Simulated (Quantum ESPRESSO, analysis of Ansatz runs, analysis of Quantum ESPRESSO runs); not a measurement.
# U centre (hydride ion on a halide site) in NaI: local vibrational mode, PBE (Quantum ESPRESSO), part 2 of 2

Aim: the local vibrational mode of the U centre (hydride ion on a halide site) in NaI, to be set beside the measurement. Set-up: PBE, GBRV 1.5 PBE, 32-site cell, PBE lattice, k: 2x2x2 shifted, the defect atoms alone displaced. The model is a cell of 32 host atoms with 1 I taken out and 1 H put in. The frequencies come from the force constants of the defect atoms alone, with every neighbour held at rest.

Quantum ESPRESSO 7.5; PBE, GBRV 1.5 PBE, 32-site cell, PBE lattice, k: 2x2x2 shifted, the defect atoms alone displaced.

So far: The starting structure; Relaxation, charge 0.

**3. Atom H27 moved by 0.015 A along x**

Force constants come from the forces after small displacements; symmetry gives the rest. One such run is shown.

This step: Quantum ESPRESSO plane-wave DFT, PBE, GBRV 1.5 PBE potentials; single point of a defect supercell.

pw.in reads:

```
&CONTROL
  calculation = 'scf'
  prefix = 'pwscf'
  outdir = './tmp'
  pseudo_dir = './pseudo'
  tprnfor = .true.
  disk_io = 'low'
/
&SYSTEM
  ibrav = 0
  nat = 32
  ntyp = 3
  ecutwfc = 45
  ecutrho = 360
  nbnd = 129
  occupations = 'smearing'
  smearing = 'fd'
  degauss = 0.00073499
/
&ELECTRONS
  conv_thr = 1d-10
  electron_maxstep = 100
  mixing_beta = 0.5
/
ATOMIC_SPECIES
Na    22.9898 na_pbe_v1.5.uspp.F.UPF
I    126.9045 i_pbe_v1.uspp.F.UPF
H      1.0080 h_pbe_v1.4.uspp.F.UPF
CELL_PARAMETERS angstrom
  -6.5333657208    6.5333657208    6.5333657208
   6.5333657208   -6.5333657208    6.5333657208
   6.5333657208    6.5333657208   -6.5333657208
ATOMIC_POSITIONS crystal
Na     0.0000000000    0.0000000000    0.0000000000
Na     0.0000000000    0.2500000000    0.7500000000
[... 3 atom lines left out ...]
Na     0.2730581224    0.2730581224    0.5000000000
Na     0.2730581224    0.5000000000    0.2730581224
[... 2 atom lines left out ...]
Na     0.5000000000    0.2730581224    0.2730581224
[... 1 atom line left out ...]
Na     0.5000000000    0.7269418776    0.7269418776
[... 2 atom lines left out ...]
Na     0.7269418776    0.5000000000    0.7269418776
Na     0.7269418776    0.7269418776    0.5000000000
[... 1 atom line left out ...]
I      0.0056414424    0.2528207212    0.2528207212
[... 1 atom line left out ...]
I     -0.0056414424    0.7471792788    0.7471792788
[... 1 atom line left out ...]
I      0.2528207212    0.2528207212    0.0056414424
[... 4 atom lines left out ...]
H      0.5000000000    0.5011479535    0.5011479535
[... 1 atom line left out ...]
I      0.7471792788   -0.0056414424    0.7471792788
[... 2 atom lines left out ...]
I      0.7471792788    0.7471792788   -0.0056414424
K_POINTS automatic
2 2 2 1 1 1
```

On the command line:

```sh
OMP_NUM_THREADS=1 pw.x -in pw.in > pw.out
```

Log:

```text
[banner, memory and clock lines left out]
          URL

     Message from routine setup:
     using ibrav=0 with symmetry is DISCOURAGED, use correct ibrav instead

     G-vector sticks info

     bravais-lattice index     =            0
     lattice parameter (alat)  =      21.3844  a.u.
     unit-cell volume          =    7527.7901 (a.u.)^3
     number of atoms/cell      =           32
     number of atomic types    =            3
     number of electrons       =       250.00
     number of Kohn-Sham states=          129
     kinetic-energy cutoff     =      45.0000  Ry
     charge density cutoff     =     360.0000  Ry
     scf convergence threshold =      1.0E-10
     mixing beta               =       0.5000
     number of iterations used =            8  plain     mixing
     Exchange-correlation=  SLA  PW   PBX  PBC
                           (   1   4   3   4   0   0   0)

     celldm(1)=  21.384370  celldm(2)=   0.000000  celldm(3)=   0.000000
     celldm(4)=   0.000000  celldm(5)=   0.000000  celldm(6)=   0.000000

     crystal axes: (cart. coord. in units of alat)
               a(1) = (  -0.577350   0.577350   0.577350 )
               a(2) = (   0.577350  -0.577350   0.577350 )
               a(3) = (   0.577350   0.577350  -0.577350 )

     reciprocal axes: (cart. coord. in units 2 pi/alat)
               b(1) = ( -0.000000  0.866025  0.866025 )
               b(2) = (  0.866025 -0.000000  0.866025 )
               b(3) = (  0.866025  0.866025  0.000000 )

     PseudoPot. # 1 for Na read from file:
     na_pbe_v1.5.uspp.F.UPF
     Pseudo is Ultrasoft, Zval =  9.0
     Generated by new atomic code, or converted to UPF format
     Using radial grid of  819 points,  5 beta functions with:
                l(1) =   0
                l(2) =   0
                l(3) =   1
                l(4) =   1
                l(5) =   2
     Q(r) pseudized with  8 coefficients,  rinner =    1.250   1.250   1.250
                                                       1.250   1.250

     PseudoPot. # 2 for I  read from file:
     i_pbe_v1.uspp.F.UPF
     Pseudo is Ultrasoft + core correction, Zval =  7.0
     Generated by new atomic code, or converted to UPF format
     Using radial grid of  893 points,  6 beta functions with:
                l(1) =   0
                l(2) =   0
                l(3) =   1
                l(4) =   1
                l(5) =   2
                l(6) =   2
     Q(r) pseudized with  8 coefficients,  rinner =    1.500   1.500   1.500
                                                       1.500   1.500

     PseudoPot. # 3 for H  read from file:
     h_pbe_v1.4.uspp.F.UPF
     Pseudo is Ultrasoft, Zval =  1.0
     Generated by new atomic code, or converted to UPF format
     Using radial grid of  615 points,  2 beta functions with:
                l(1) =   0
                l(2) =   0
     Q(r) pseudized with  8 coefficients,  rinner =    0.700

     atomic species   valence    mass     pseudopotential
     Na                9.00    22.98980     Na( 1.00)
     I                 7.00   126.90450     I ( 1.00)
     H                 1.00     1.00800     H ( 1.00)

      8 Sym. Ops. (no inversion) found ( 6 have fractional translation)

   Cartesian axes

     site n.     atom                  positions (alat units)
         1        Na     tau(   1) = (   0.0000000   0.0000000   0.0000000  )
         2        Na     tau(   2) = (   0.5773503   0.2886751  -0.2886751  )
         3        Na     tau(   3) = (   0.5773503   0.0000000   0.0000000  )
         4        Na     tau(   4) = (   0.5773503  -0.2886751   0.2886751  )
         5        Na     tau(   5) = (   0.2886751   0.5773503  -0.2886751  )
         6        Na     tau(   6) = (   0.2886751   0.2886751   0.0266252  )
         7        Na     tau(   7) = (   0.2886751   0.0266252   0.2886751  )
         8        Na     tau(   8) = (   0.2886751  -0.2886751   0.5773503  )
         9        Na     tau(   9) = (   0.0000000   0.5773503   0.0000000  )
        10        Na     tau(  10) = (   0.0266252   0.2886751   0.2886751  )
        11        Na     tau(  11) = (   0.0000000   0.0000000   0.5773503  )
        12        Na     tau(  12) = (   0.5507250   0.2886751   0.2886751  )
        13        Na     tau(  13) = (  -0.2886751   0.5773503   0.2886751  )
        14        Na     tau(  14) = (  -0.2886751   0.2886751   0.5773503  )
        15        Na     tau(  15) = (   0.2886751   0.5507250   0.2886751  )
        16        Na     tau(  16) = (   0.2886751   0.2886751   0.5507250  )
        17        I      tau(  17) = (   0.2886751   0.2886751  -0.2886751  )
        18        I      tau(  18) = (   0.2886751   0.0032571   0.0032571  )
        19        I      tau(  19) = (   0.2886751  -0.2886751   0.2886751  )
        20        I      tau(  20) = (   0.8660254  -0.0032571  -0.0032571  )
        21        I      tau(  21) = (   0.0032571   0.2886751   0.0032571  )
        22        I      tau(  22) = (   0.0032571   0.0032571   0.2886751  )
        23        I      tau(  23) = (   0.5740932   0.2886751   0.0032571  )
        24        I      tau(  24) = (   0.5740932   0.0032571   0.2886751  )
        25        I      tau(  25) = (  -0.2886751   0.2886751   0.2886751  )
[...]
starting charge     249.8977, renormalised to     250.0000
     Starting wfcs are  141 randomized atomic wfcs

     Self-consistent Calculation

     iteration #  1     ecut=    45.00 Ry     beta= 0.50
     Davidson diagonalization with overlap
     ethr =  1.00E-02,  avg # of iterations =  2.0

     Threshold (ethr) on eigenvalues was too large:
     Diagonalizing with lowered threshold

     Davidson diagonalization with overlap
     ethr =  2.15E-04,  avg # of iterations =  5.7

     total energy              =   -2514.16533605 Ry
     estimated scf accuracy    <       0.47726668 Ry

     iteration #  2     ecut=    45.00 Ry     beta= 0.50
     Davidson diagonalization with overlap
     ethr =  1.91E-04,  avg # of iterations =  3.0

     total energy              =   -2514.24773645 Ry
     estimated scf accuracy    <       0.02450704 Ry

     iteration #  3     ecut=    45.00 Ry     beta= 0.50
     Davidson diagonalization with overlap
     ethr =  9.80E-06,  avg # of iterations =  7.0

     total energy              =   -2514.25218535 Ry
     estimated scf accuracy    <       0.00468450 Ry

     iteration #  4     ecut=    45.00 Ry     beta= 0.50
     Davidson diagonalization with overlap
     ethr =  1.87E-06,  avg # of iterations =  4.0

     total energy              =   -2514.25298118 Ry
     estimated scf accuracy    <       0.00017861 Ry

     iteration #  5     ecut=    45.00 Ry     beta= 0.50
     Davidson diagonalization with overlap
     ethr =  7.14E-08,  avg # of iterations =  5.7

     total energy              =   -2514.25315408 Ry
     estimated scf accuracy    <       0.00001846 Ry

     iteration #  6     ecut=    45.00 Ry     beta= 0.50
     Davidson diagonalization with overlap
     ethr =  7.38E-09,  avg # of iterations =  5.0

     total energy              =   -2514.25317038 Ry
     estimated scf accuracy    <       0.00000207 Ry

     iteration #  7     ecut=    45.00 Ry     beta= 0.50
     Davidson diagonalization with overlap
     ethr =  8.27E-10,  avg # of iterations =  4.3

     total energy              =   -2514.25317302 Ry
     estimated scf accuracy    <       0.00000014 Ry

     iteration #  8     ecut=    45.00 Ry     beta= 0.50
     Davidson diagonalization with overlap
     ethr =  5.79E-11,  avg # of iterations =  5.3

     total energy              =   -2514.25317357 Ry
     estimated scf accuracy    <          8.6E-09 Ry

     iteration #  9     ecut=    45.00 Ry     beta= 0.50
     Davidson diagonalization with overlap
     ethr =  3.42E-12,  avg # of iterations =  6.3

     total energy              =   -2514.25317368 Ry
     estimated scf accuracy    <          7.1E-10 Ry

     iteration # 10     ecut=    45.00 Ry     beta= 0.50
     Davidson diagonalization with overlap
     ethr =  2.85E-13,  avg # of iterations =  5.0

     total energy              =   -2514.25317371 Ry
     estimated scf accuracy    <          1.9E-10 Ry

     iteration # 11     ecut=    45.00 Ry     beta= 0.50
     Davidson diagonalization with overlap
     ethr =  1.00E-13,  avg # of iterations =  3.7

     End of self-consistent calculation

          k = 0.4330 0.4330 0.4330 ( 38532 PWs)   bands (ev):

   -49.4354 -49.4263 -49.4263 -49.4263 -49.4262 -49.4170 -49.3676 -49.3676
   -49.3676 -49.3676 -49.3551 -49.3551 -49.3551 -49.3551 -49.3551 -49.3551
   -21.3512 -21.3512 -21.3467 -21.3439 -21.3424 -21.3424 -21.3422 -21.3422
   -21.3422 -21.3420 -21.3404 -21.3380 -21.3366 -21.3366 -21.3354 -21.3329
   -21.3329 -21.3268 -21.2840 -21.2840 -21.2839 -21.2839 -21.2839 -21.2838
   -21.2838 -21.2838 -21.2832 -21.2831 -21.2831 -21.2831 -21.2733 -21.2731
   -21.2731 -21.2726 -21.2726 -21.2726 -21.2725 -21.2725 -21.2725 -21.2720
   -21.2719 -21.2719 -21.2649 -21.2649 -21.2649 -21.2636 -21.2636 -21.2636
    -9.5814  -9.5799  -9.5799  -9.5787  -9.4378  -9.4378  -9.4377  -9.4273
    -9.4258  -9.4247  -9.4247  -9.4233  -9.1913  -9.1913  -9.1913  -0.6256
[...]
6.2239

          k = 0.0000 0.0000 0.4330 ( 38310 PWs)   bands (ev):

[...]
6.0636

          k = 0.4330 0.0000 0.0000 ( 38310 PWs)   bands (ev):

[...]
-0.3091  -0.2456  -0.0931  -0.0658  -0.0385  -0.0042  -0.0042   0.0333
     0.1515   0.1515   0.3721   0.3721   0.4043   0.5392   0.5970   0.6486
     0.6486   0.6700   0.6727   0.6922   0.6939   0.6939   0.7168   0.7658
     0.7779   0.7779   0.8920   0.8920   0.9262   0.9341   1.0082   1.0082
     1.0297   1.0510   1.1807   1.1807   1.6327   5.3898   6.0321   6.0636
     6.0636

     the Fermi energy is     2.8327 ev

!    total energy              =   -2514.25317372 Ry
     estimated scf accuracy    <          7.4E-12 Ry
     smearing contrib. (-TS)   =       0.00000000 Ry
     internal energy E=F+TS    =   -2514.25317372 Ry

     The total energy is F=E-TS. E is the sum of the following terms:
     one-electron contribution =   -1396.74697302 Ry
     hartree contribution      =     759.54290328 Ry
     xc contribution           =    -957.10538182 Ry
     ewald contribution        =    -919.94372216 Ry

     convergence has been achieved in  11 iterations

     Forces acting on atoms (cartesian axes, Ry/au):

     atom    1 type  1   force =    -0.00000169   -0.00002734   -0.00002734
     atom    2 type  1   force =     0.00000474    0.00000000    0.00000000
     atom    3 type  1   force =    -0.00000169    0.00002734    0.00002734
     atom    4 type  1   force =     0.00000474    0.00000000    0.00000000
     atom    5 type  1   force =    -0.00002858    0.00000002    0.00000000
     atom    6 type  1   force =     0.00011114   -0.00000000   -0.00013354
     atom    7 type  1   force =     0.00011114   -0.00013354   -0.00000000
     atom    8 type  1   force =    -0.00002858   -0.00000000    0.00000002
     atom    9 type  1   force =    -0.00000169    0.00002734   -0.00002734
     atom   10 type  1   force =    -0.00036084   -0.00000000    0.00000000
[...]
atom   28 type  2   force =    -0.00000769    0.00024337   -0.00024337
     atom   29 type  2   force =    -0.00020135   -0.00000000   -0.00017254
     atom   30 type  2   force =     0.00028494   -0.00031343    0.00000000
     atom   31 type  2   force =     0.00028494    0.00000000   -0.00031343
     atom   32 type  2   force =    -0.00020135   -0.00017254    0.00000000

     Total force =     0.001340     Total SCF correction =     0.000004
```

Wall time 15 min (1 thread of Arm Neoverse V2, shared host); peak memory 3.9 GiB.

At this level the gap is 3.76 eV on the k-mesh of the self-consistent run, which can miss the band edges.

**4. Local vibrational modes**

Analysis of the runs above: force constants by central differences of Quantum ESPRESSO plane-wave DFT, PBE, GBRV 1.5 PBE potentials forces among the atoms nearest to a defect, the others at rest.

The modes with the largest weight on the probed atoms (the light atom of a pair), for the masses of each isotope. Modes of the displaced atoms (local only where they lie over the host's phonons):

| isotopes | mode (cm⁻¹) | share of the defect atoms |
| --- | --- | --- |
| H | 325.9 | 1 |
| H | 325.9 | 1 |
| H | 325.9 | 1 |
| D | 230.5 | 1 |
| D | 230.5 | 1 |
| D | 230.5 | 1 |

**5. Outcome**

| Quantity | Value |
| --- | --- |
| distance from the defect atom to its nearest neighbour | 2.965 Å |
| threefold local mode of H- | 326 cm⁻¹ |
| threefold local mode of D- | 231 cm⁻¹ |

Threefold local mode of H-: computed 326 cm⁻¹, measured 426.8 cm⁻¹; 101 cm⁻¹ (24 %) below the measurement. Threefold local mode of D-: computed 231 cm⁻¹, measured 318.5 cm⁻¹; 88 cm⁻¹ (28 %) below the measurement. With its neighbours held rigid the defect atom loses their recoil, which lowers a mode in which they move against it. The ion's well is wide, so the mode is sensitive to the lattice constant, one possible source of the difference.

[Logs are printed without paths, hosts, clocks, repeated set-up lines and the standing remarks that a program may print on its own settings, such as how far it seeks lower states.]

[Hosts, paths, dates, database ids (printed as entryN), source tags and the programs' standing remarks are cut or masked in the printed files.]

[For some hosts the program warned that the k-mesh of the response run may be too coarse for force constants and the static dielectric constant; such warnings are not shown here.]
